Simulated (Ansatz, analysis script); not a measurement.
# Constrained moments in EuMn2As2

Aim: the energy that it costs to turn one moment of EuMn2As2 against the others.

Main program and level: Ansatz 0.2.0; LDA with U = 6 eV on Eu f (ortho-atomic projectors), PAW set soft_1 (files made for PBE).

Most raw output is cut from this account.

In doubt: warnings of the run leave room for a lower electronic state (steps 2, 3), so energies may not be the lowest and differences between runs may mislead.

### Step 1. The structure

The structure is trigonal, space group P-3m1 (No. 164). Conventional cell: a = 4.287 Å, b = 4.287 Å, c = 7.225 Å, α = 90.00°, β = 90.00°, γ = 120.00°. Nearest to Eu lie 6 As at 3.11 Å. Nearest to Mn lie 4 As at 2.60 to 2.62 Å. Nearest to As lie 4 Mn at 2.60 to 2.62 Å and 3 Eu at 3.11 Å. Farther neighbours are not listed.

As a file:

```cif
data_structure
_symmetry_space_group_name_H-M 'P 1'
_symmetry_Int_Tables_number 1
_cell_length_a 4.2870
_cell_length_b 4.2870
_cell_length_c 7.2250
_cell_angle_alpha 90.000
_cell_angle_beta 90.000
_cell_angle_gamma 120.000
_cell_volume 114.99
loop_
_atom_site_label
_atom_site_type_symbol
_atom_site_fract_x
_atom_site_fract_y
_atom_site_fract_z
_atom_site_occupancy
Eu1 Eu 0.00000 0.00000 0.00000 1
Mn2 Mn 0.33333 0.66667 0.62000 1
Mn3 Mn 0.66667 0.33333 0.38000 1
As4 As 0.33333 0.66667 0.26000 1
As5 As 0.66667 0.33333 0.74000 1
```

The cell of this run holds 5 atoms, 3 of them with a starting moment; values «a cell» refer to the cell of the run in question.

### Step 2. Collinear start 1: ferro +++

The order that a run ends on hangs on its start, so several orders are typed and the lowest is carried on. The program's own search can turn an unstable start over.

File input.yaml:

```yaml
crystal:
  lattice:
    - [4.287, 0.0, 0.0]
    - [-2.1435, 3.712650906, 0.0]
    - [0.0, 0.0, 7.225]
  atoms:
    - { symbol: Eu, position: [0.0, 0.0, 0.0], spin: 7.0 }
    - { symbol: Mn, position: [0.3333333333, 0.6666666667, 0.62], spin: 3.5 }
    - { symbol: Mn, position: [0.6666666667, 0.3333333333, 0.38], spin: 3.5 }
    - { symbol: As, position: [0.3333333333, 0.6666666667, 0.26] }
    - { symbol: As, position: [0.6666666667, 0.3333333333, 0.74] }
magnetization:
  spin_polarized: true
kpoints:
  mp_grid: { grid: [6, 6, 4] }
hamiltonian:
  xc: lda
  hubbard:
    projectors: ortho-atomic
    sites: [{ species: Eu, l: f, u_eff: 6.0 }]
  pseudopotentials: { kind: paw, azcp: { folder: soft_1 }, xc_functional: pbe }
scf:
  occupations: { method: fermi_dirac, width: 0.05 }
  max_iter: 120
  convergence: { dr2_threshold: 1.0e-08 }
output:
  write_density: true
  write_potential: true
  elf: true
  volumetric_format: npy
```

On the command line:

```bash
$ ansatz run input.yaml --threads 4 --pin off --max-ram 8192MiB --backend cpu --events-out ev --progress --plain --runs-dir out
```

Elapsed: 18 s, on 4 threads of Arm Neoverse V2, shared host; peak memory 0.7 GiB.

It ends ferromagnetic, with 6.92 μB on the largest site.

### Step 3. Collinear start 2: ferri +--

A self-consistent run from these starting moments shows which magnetic state they lead to.

input.yaml, the sections that differ from step 2:

```yaml
crystal:
  lattice:
    - [4.287, 0.0, 0.0]
    - [-2.1435, 3.712650906, 0.0]
    - [0.0, 0.0, 7.225]
  atoms:
    - { symbol: Eu, position: [0.0, 0.0, 0.0], spin: 7.0 }
    - { symbol: Mn, position: [0.3333333333, 0.6666666667, 0.62], spin: -3.5 }
    - { symbol: Mn, position: [0.6666666667, 0.3333333333, 0.38], spin: -3.5 }
    - { symbol: As, position: [0.3333333333, 0.6666666667, 0.26] }
    - { symbol: As, position: [0.6666666667, 0.3333333333, 0.74] }
# magnetization, kpoints, hamiltonian, scf: as in step 2
# output: removed
```

The job ended after 13 s (4 threads; peak memory 0.6 GiB).

It ends in an opposed order with unequal moments, with 6.85 μB on the largest site.

### Step 4. Collinear start 3: ferri ++-

The density is converged from the given moments; the state reached depends on that start.

Changes to input.yaml since step 3:

```diff
@@ -7,3 +7,3 @@
     - { symbol: Eu, position: [0.0, 0.0, 0.0], spin: 7.0 }
-    - { symbol: Mn, position: [0.3333333333, 0.6666666667, 0.62], spin: -3.5 }
+    - { symbol: Mn, position: [0.3333333333, 0.6666666667, 0.62], spin: 3.5 }
     - { symbol: Mn, position: [0.6666666667, 0.3333333333, 0.38], spin: -3.5 }
```

Wall time 20 s (4 threads); peak memory 0.65 GiB.

It ends ferrimagnetic, with 6.89 μB on the largest site.

### Step 5. Which start is lowest

```csv
typed order,atoms,final state,energy (meV/atom),largest moment (μB)
ferro +++,5,ferromagnetic,130.71,6.92
ferri +--,5,in an opposed order with unequal moments,136.27,6.85
ferri ++-,5,ferrimagnetic,0.00,6.89
```

The session goes on from the lowest state with moments found, typed ferri ++-.

Spin moment in the atom's sphere by atom:

```csv
atom,spin moment in the atom's sphere (μB)
Eu1,6.89
Mn2,3.70
Mn3,-3.72
As4,-0.02
As5,-0.01
```

Tables count atoms from 1; parts of the log count from 0.

### Step 6. Mesh refined

Levels at the Fermi energy are partly filled, so moments and energy differences can hang on the k-mesh, and the state is solved again on a denser one.

input.yaml, the sections that differ from step 4:

```yaml
crystal:
  lattice:
    - [4.287, 0.0, 0.0]
    - [-2.1435, 3.712650906, 0.0]
    - [0.0, 0.0, 7.225]
  atoms:
    - { symbol: Eu, position: [0.0, 0.0, 0.0], spin: 6.89 }
    - { symbol: Mn, position: [0.3333333333, 0.6666666667, 0.62], spin: 3.7 }
    - { symbol: Mn, position: [0.6666666667, 0.3333333333, 0.38], spin: -3.72 }
    - { symbol: As, position: [0.3333333333, 0.6666666667, 0.26] }
    - { symbol: As, position: [0.6666666667, 0.3333333333, 0.74] }
kpoints:
  mp_grid: { grid: [10, 10, 6] }
basis:
  ecutwfc: 420.0
checkpoint:
  read: start
  write: ck
  compress: false
  write_wavefunctions: false
  write_every: 100000
# magnetization, hamiltonian, scf: as in step 4
```

The job ended after 19 s (4 threads; peak memory 1 GiB; 73 s of CPU time).

Spin moment in the atom's sphere by atom:

```csv
atom,spin moment in the atom's sphere (μB)
Eu1,6.88
Mn2,3.71
Mn3,-3.72
As4,-0.02
As5,-0.01
```

The run ends ferrimagnetic, with a net moment of 7.02 μB a cell.

### Step 7. The batch

A canted state is in general not stationary, so a lock holds the direction of each moment by a field that the run finds for itself, with a floor under its size so that it cannot collapse. One batch solves all states on one mesh, so that their energies can be subtracted.

The input counts atoms from 0. Atom 2 (Mn) is the turned one, and with it all its lattice images.

The runs on spinors take the mesh 8×8×4.

input.yaml, the sections that differ from step 6:

```yaml
crystal:
  lattice:
    - [4.287, 0.0, 0.0]
    - [-2.1435, 3.712650906, 0.0]
    - [0.0, 0.0, 7.225]
  atoms:
    - { symbol: Eu, position: [0.0, 0.0, 0.0], spin: 6.88, spin_axis: [0.0, 0.0, 1.0] }
    - { symbol: Mn, position: [0.3333333333, 0.6666666667, 0.62], spin: 3.71, spin_axis: [0.0, 0.0, 1.0] }
    - { symbol: Mn, position: [0.6666666667, 0.3333333333, 0.38], spin: 3.72, spin_axis: [0.0, 0.0, -1.0] }
    - { symbol: As, position: [0.3333333333, 0.6666666667, 0.26] }
    - { symbol: As, position: [0.6666666667, 0.3333333333, 0.74] }
kpoints:
  mp_grid: { grid: [8, 8, 4] }
magnetization:
  noncollinear: true
magnetic_configurations:
  lock: { kind: ray, floor_fraction: 0.25 }
  seed: rotate
  angular_fan:
    site: 2
    rotation_axis: [0, 1, 0]
    angles_deg: [0, 30, 60, 90, 135, 180]
checkpoint:
  read: start
# hamiltonian, scf, basis: as in step 6
```

The job ended after 38 min (4 threads; peak memory 4.3 GiB).

The batch gives an energy and a set of moments for each member that converges.

### Step 8. Side runs that gave no result

| changed | outcome |
| --- | --- |
| crystal | cut off at the time limit |

### Step 9. Analysis

All numbers here come from the batch. Energies are free energies plus the run's first-order correction to the targets, less the reference.

```csv
angle (°),energy (meV a cell),turned moment (μB)
0,0.00,3.721
30,32.62,3.720
60,126.24,3.711
90,263.43,3.691
135,506.96,3.625
180,660.94,3.532
```

A fit E(θ) = A (1 − cos θ) + B sin²θ to the 5 turned states whose moment kept its size within 15 % gives A = 325 meV and B = -61.2 meV, with an r.m.s. miss of 10 meV. A > 0 favours the reference's alignment.

### Step 10. What came out

| Quantity | Value |
| --- | --- |
| energy at 180° | 661 meV a cell |
| turned moment | 3.72 μB at 0°, 3.53 μB at 180° |
| bilinear term A | 325 meV |
| biquadratic term B | -61.2 meV |

In words: Every turn costs energy, 661 meV a cell at 180°, so the ferrimagnetic reference is stable against this one rotation; no orders other than those typed and the 180° state were run. The turned moment keeps its size within 5.1 %. The biquadratic term is 19 % of the bilinear one, so a Heisenberg term alone is not enough; B < 0 softens the collinear states, though not enough for a canted minimum. Spin–orbit coupling is switched off, and couplings of the turned atom to its own lattice images don't enter, since these turn with it. The mesh is coarse for a state with partly filled levels, so small values and close rankings are not settled. Energies are free energies at a smearing of 0.05 eV, and with partly filled levels differences shift, at times strongly, as the smearing goes to zero.

[Logs and program files are shortened in this print: banners, set-up blocks, solver, clock and traceback lines can be left out without a mark of their own.]

[Logs are printed without paths, hosts, clocks, repeated set-up lines and the standing remarks that a program may print on its own settings, such as how far it seeks lower states.]

[Hosts, paths, dates, database ids (printed as entryN), source tags and the programs' standing remarks are cut or masked in the printed files.]
